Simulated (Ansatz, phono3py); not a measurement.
## Phonon transport in SrO (Fm-3m)

How well does the lattice of SrO conduct heat?

What experiment has found for this phase:
- thermal conductivity 12 W/m/K near room temperature (given in “Combining the AFLOW GIBBS and Elastic Libraries to efficiently and robustly screen thermo-mechanical properties of solids”, 2017, arXiv:1611.05714)
- thermal conductivity 12 W/m/K near room temperature (given in “Predicting the lattice thermal conductivity of solids by solving the Boltzmann transport equation: AFLOW - AAPL an automated, accurate and efficient framework”, 2017, arXiv:1611.05481)

Method: DFT LDA, scalar-relativistic, plane waves, PAW; PAW set soft_1, in Ansatz 0.2.0.

This is a report of a sequence of runs, with most program output left out.

The database entry behind the starting cell differs from later determinations by our own check (about 0.5 % short), so it need not match the best structure at ambient conditions.

## (1) Starting point

Symmetry: Fm-3m, No. 225, cubic system. Conventional cell: a = 5.133 Å, b = 5.133 Å, c = 5.133 Å, α = 90.00°, β = 90.00°, γ = 90.00°. Nearest to Sr lie 6 O at 2.57 Å. Nearest to O lie 6 Sr at 2.57 Å. Farther neighbours and most contacts between anions are not listed.

## (2) A first coarse run

Before spending time, one coarse run tells the gap and the pressure of the starting cell.

Contents of input.yaml:

```yaml
crystal:
  lattice:
    - [0.0, 2.5663, 2.5663]
    - [2.5663, 0.0, 2.5663]
    - [2.5663, 2.5663, 0.0]
  atoms:
    - { symbol: Sr, position: [0.5, 0.5, 0.5] }
    - { symbol: O, position: [0.0, 0.0, 0.0] }
kpoints:
  mp_grid: { grid: [6, 6, 6] }
hamiltonian:
  xc: lda
  pseudopotentials: { kind: paw, azcp: { folder: soft_1 }, xc_functional: pbe }
scf:
  occupations: { method: gaussian, width: 0.1 }
  lower_state_search: "off"
output:
  forces: true
  stress: true
  eigenvalues: true
```

Command:

```bash
$ ansatz run input.yaml --threads 8 --pin off --max-ram 19456MiB --backend cpu --events-out ev --progress --plain --runs-dir out
```

Wall time 0.82 s (8 threads of Arm Neoverse V1, shared host); peak memory 0.26 GiB; 1.4 s of CPU time.

A gap read on the k-mesh alone can miss the band edges.

Numbers from this step:

```yaml
pressure: -3.812 GPa
gap_on_the_k_mesh: 3.154 eV
volume_per_atom: 16.90 Å³/atom
```

The start is under -3.8 GPa at this level and looks like an insulator or semiconductor on this mesh.

## (3) Finding the static equilibrium

Phonons are second derivatives about a minimum, so cell and atoms are relaxed first, inside the symmetry of the start.

input.yaml, the sections that differ from step 2:

```yaml
kpoints:
  mp_grid: { grid: [8, 8, 8] }
scf:
  occupations: { method: gaussian, width: 0.02 }
  lower_state_search: "off"
relax:
  adjacent_minimum: "off"
  f_tol: 0.005
  max_steps: 80
  cell: { stress_tol: 0.05 }
# crystal, hamiltonian, output: as in step 2
```

It took 1.6 s on 8 threads; peak memory 0.29 GiB; 8.1 s of CPU time.

Step by step:

```
step  energy less that of the first step (eV)  largest force component (eV/Å)  pressure (GPa)  volume (Å³)
   1                                   0.0000                          0.0000           -3.81        33.80
   2                                  -0.0026                          0.0000            4.77        31.21
   3                                  -0.0183                          0.0000           -0.28        32.60
   4                                  -0.0186                          0.0000            0.02        32.51
  5*                                  -0.0163                          0.0000           -0.09        32.51
   6                                  -0.0164                          0.0000            0.00        32.48
  7*                                  -0.0164                          0.0000            0.00        32.48
```

Relaxation steps marked * repeat the geometry before them on a plane-wave basis chosen anew for their cell, so energy and pressure can jump there. Relaxation step 2 was tried and not accepted.

The run keeps the 48 symmetry operations that it works with, so distortions that break them were not tested.

```
conventional cell, symmetrised  before  after  change
                         a (Å)   5.133  5.065  -1.3 %
                         b (Å)   5.133  5.065  -1.3 %
                         c (Å)   5.133  5.065  -1.3 %
              volume (Å³/atom)   16.90  16.24  -3.9 %
```

The relaxed structure:

```cif
data_structure
_symmetry_space_group_name_H-M 'P 1'
_symmetry_Int_Tables_number 1
_cell_length_a 3.5813
_cell_length_b 3.5813
_cell_length_c 3.5813
_cell_angle_alpha 60.000
_cell_angle_beta 60.000
_cell_angle_gamma 60.000
_cell_volume 32.48
loop_
_atom_site_label
_atom_site_type_symbol
_atom_site_fract_x
_atom_site_fract_y
_atom_site_fract_z
_atom_site_occupancy
Sr1 Sr 0.50000 0.50000 0.50000 1
O2 O 0.00000 0.00000 0.00000 1
```

Numbers from this step:

```
pressure          : -0.003466 GPa
gap on the k-mesh : 3.124 eV
volume per atom   : 16.24 Å³/atom
```

The relaxation ends with a pressure of 0.00 GPa.

## (4) Tight relaxation

The relaxation is repeated with tighter thresholds on force and stress, since phonons are sensitive to what is left; a change of mesh or smearing in the input moves the cell too.

input.yaml, the sections that differ from step 3:

```yaml
crystal:
  lattice:
    - [0.0, 2.5323410288, 2.5323410288]
    - [2.5323410288, 0.0, 2.5323410288]
    - [2.5323410288, 2.5323410288, 0.0]
  atoms:
    - { symbol: Sr, position: [0.5, 0.5, 0.5] }
    - { symbol: O, position: [0.0, 0.0, 0.0] }
kpoints:
  mp_grid: { grid: [9, 9, 9] }
scf:
  occupations: { method: fixed }
  lower_state_search: "off"
relax:
  adjacent_minimum: "off"
  f_tol: 0.001
  max_steps: 60
  cell: { stress_tol: 0.01 }
# hamiltonian, output: as in step 3
```

Wall time 0.59 s (8 threads); peak memory 0.28 GiB; 2.7 s of CPU time.

Little changed from the start: no atom moved by 0.005 Å and no cell edge by 0.1 %.

Numbers from this step:

| Quantity | Value |
| --- | --- |
| pressure | -0.003654 GPa |
| gap on the k-mesh | 3.184 eV |

The residual pressure is -0.0037 GPa, small enough for phonons.

## (5) An input with a fault

This input was changed on purpose, to see how the program answers.

input.yaml, the sections that differ from step 4:

```yaml
kpoints:
  mp_grid: { grid: [6, 6, 6] }
scf:
  occupations: { method: fixed }
  lower_state_search: "off"
  max_iter: 80
output:
  eigenvalues: true
phonons:
  supercell: [2, 2, 2]
  dielectric: false
  third_order: { supercell: [2, 2, 2], pair_cutoff: "4 eV" }
  lattice_thermal_conductivity:
    qmesh: [11, 11, 11]
    temperatures: [300]
    isotope_mass_variance:
      - { species: O, variance: 3.359e-05 }
      - { species: Sr, variance: 6.1e-05 }
# crystal, hamiltonian: as in step 4
# relax: removed
```

It took 0.02 s on 8 threads; peak memory 0.023 GiB.

The input was rejected at the start.

The program's message: “Error: YAML parse error: error: line 23 column 53: expected [length], got [energy] (`eV`)
  --> <input>:23:53
   |
21 |   supercell: [2, 2, 2]
22 |   dielectric: false
23 |   third_order: { supercell: …”

The fault put into the input: a cutoff in a unit of energy.

## (6) Third-order constants on small settings, third order supercell 2×2×2, atoms in the supercell 16

A small supercell and a short cutoff cost little, and show how far such settings carry.

input.yaml, the sections that differ from step 5:

```yaml
scf:
  occupations: { method: fixed }
  lower_state_search: "off"
phonons:
  method: fd
  dielectric: true
  supercell: [2, 2, 2]
  temperatures: { t_max: 1000, t_step: 50 }
  qpath:
    path:
      - [[0.0, 0.0, 0.0], [0.5, 0.0, 0.5], [0.625, 0.25, 0.625]]
      - [[0.375, 0.375, 0.75], [0.0, 0.0, 0.0], [0.5, 0.5, 0.5], [0.5, 0.25, 0.75], [0.5, 0.0, 0.5]]
    npoints: 10
  third_order: { supercell: [2, 2, 2], pair_cutoff: 2.682 }
  lattice_thermal_conductivity:
    qmesh: [13, 13, 13]
    temperatures: [100.0, 150.0, 200.0, 300.0, 400.0, 500.0, 600.0, 800.0]
    isotope_mass_variance:
      - { species: O, variance: 3.359e-05 }
      - { species: Sr, variance: 6.1e-05 }
# crystal, kpoints, hamiltonian, output: as in step 5
```

It took 62 s on 8 threads; peak memory 1.1 GiB; 7.7 min of CPU time.

Numbers from this step:

```yaml
gamma_frequencies: 0, 0, 0, 215.6, 215.6, 215.6 cm⁻¹ (negative: imaginary)
lowest_frequency_on_the_path: 0 cm⁻¹
zero_point_energy: 0.08399 eV/cell
point_group: m-3m
highest_frequency: 473 cm⁻¹
debye_temperature_from_the_second_moment: 457 K
kappa_at_300_k_relaxation_time: 106.9 W/m/K
kappa_at_300_k_full_solution: 106.8 W/m/K
dipole_term: run
mean_free_path_at_half_of_kappa: 33100 nm
share_of_kappa_above_the_three_lowest_branches: 0.008
third_order_blocks: 38
periodic_aliases_dropped: 0
largest_relative_sum_rule_correction: 0.06640
displaced_cells_third_order: 22
```

W/m/K. Kappa, by row:

```
T (K)  RTA xx  RTA yy  RTA zz  full xx  full yy  full zz  coherence part xx  coherence part yy  coherence part zz     ending  iterations  least Ritz value
  100   378.2   378.2   378.2    378.5    378.5    378.5            0.04304            0.04304            0.04304  converged           7             0.692
  150   226.6   226.6   226.6    226.6    226.6    226.6            0.07458            0.07458            0.07458  converged           6              0.72
  200   163.9   163.9   163.9    163.9    163.9    163.9            0.09502            0.09502            0.09502  converged           6             0.734
  300   106.9   106.9   106.9    106.8    106.8    106.8             0.1235             0.1235             0.1235  converged           6             0.746
  400   79.77   79.77   79.77    79.76    79.76    79.76             0.1439             0.1439             0.1439  converged           6             0.749
  500   63.78   63.78   63.78    63.78    63.78    63.78             0.1599             0.1599             0.1599  converged           6             0.751
  600    53.2    53.2    53.2    53.19    53.19    53.19             0.1729             0.1729             0.1729  converged           6             0.751
  800      40      40      40       40       40       40             0.1935             0.1935             0.1935  converged           6             0.751
```

This rung gives 107 W/(m K) at 300 K by relaxation time, but with 16 atoms, 1 neighbour distance inside the cutoff and a 13×13×13 mesh it is a test, not the conductivity of the crystal.

## (7) Third-order constants on small settings, third order supercell 3×3×3, atoms in the supercell 54

Changes to input.yaml since step 6:

```diff
@@ -21,3 +21,3 @@
   dielectric: true
-  supercell: [2, 2, 2]
+  qmesh: [6, 6, 6]
   temperatures: { t_max: 1000, t_step: 50 }
@@ -28,5 +28,5 @@
     npoints: 10
-  third_order: { supercell: [2, 2, 2], pair_cutoff: 2.682 }
+  third_order: { supercell: [3, 3, 3], pair_cutoff: 2.682 }
   lattice_thermal_conductivity:
-    qmesh: [13, 13, 13]
+    qmesh: [21, 21, 21]
     temperatures: [100.0, 150.0, 200.0, 300.0, 400.0, 500.0, 600.0, 800.0]
```

Elapsed: 6.9 min, on 8 threads; peak memory 7.1 GiB; 52 min of CPU time.

Numbers from this step:

* zero-point energy: 0.08426 eV/cell
* Debye temperature from the second moment: 460 K
* κ at 300 K (relaxation time): 151.7 W/m/K
* κ at 300 K (full solution): 151.8 W/m/K
* mean free path at half of κ: 73900 nm
* share of κ above the three lowest branches: 0.005
* largest relative sum-rule correction: 0.07092

W/m/K. Kappa, by row:

```
T (K)  RTA xx  RTA yy  RTA zz  full xx  full yy  full zz  coherence part xx  coherence part yy  coherence part zz     ending  iterations  least Ritz value
  100   656.6   656.6   656.6    657.7    657.7    657.7            0.05612            0.05612            0.05612  converged           7              0.67
  150   353.9   353.9   353.9    354.2    354.2    354.2            0.07686            0.07686            0.07686  converged           7             0.687
  200   243.1   243.1   243.1    243.2    243.2    243.2            0.09335            0.09335            0.09335  converged           7             0.693
  300   151.7   151.7   151.7    151.8    151.8    151.8             0.1193             0.1193             0.1193  converged           6             0.699
  400   111.3   111.3   111.3    111.4    111.4    111.4             0.1398             0.1398             0.1398  converged           6               0.7
  500   88.28   88.28   88.28    88.31    88.31    88.31             0.1568             0.1568             0.1568  converged           6               0.7
  600   73.27   73.27   73.27     73.3     73.3     73.3             0.1713             0.1713             0.1713  converged           6               0.7
  800   54.82   54.82   54.82    54.84    54.84    54.84             0.1949             0.1949             0.1949  converged           6               0.7
```

This rung gives 152 W/(m K) at 300 K by relaxation time, but with 54 atoms, 1 neighbour distance inside the cutoff and a 21×21×21 mesh it is a test, not the conductivity of the crystal.

## (8) Levels and costs side by side

Ladder, by row:

```
cells or q mesh  k mesh  pair cutoff  atoms in the supercell  q-mesh of the transport sums  κ at 300 K (relaxation time) (W/m/K)  κ at 300 K (full solution) (W/m/K)  core-minutes
          2x2x2   6x6x6        2.682                      16                      13×13×13                                 106.9                               106.8           7.7
          6x6x6   6x6x6        2.682                      54                      21×21×21                                 151.7                               151.8          52.3
```

## (9) Results

```json
{
 "conductivity": "not obtained on sound settings"
}
```

**Reading.** No conductivity was obtained: no run with a large enough supercell and cutoff finished.

[Logs are printed without paths, hosts, clocks, repeated set-up lines and the standing remarks that a program may print on its own settings, such as how far it seeks lower states.]

[Hosts, paths, dates, database ids (printed as entryN), source tags and the programs' standing remarks are cut or masked in the printed files.]

[A step with changed settings may run another functional than the one named; its input shows which.]
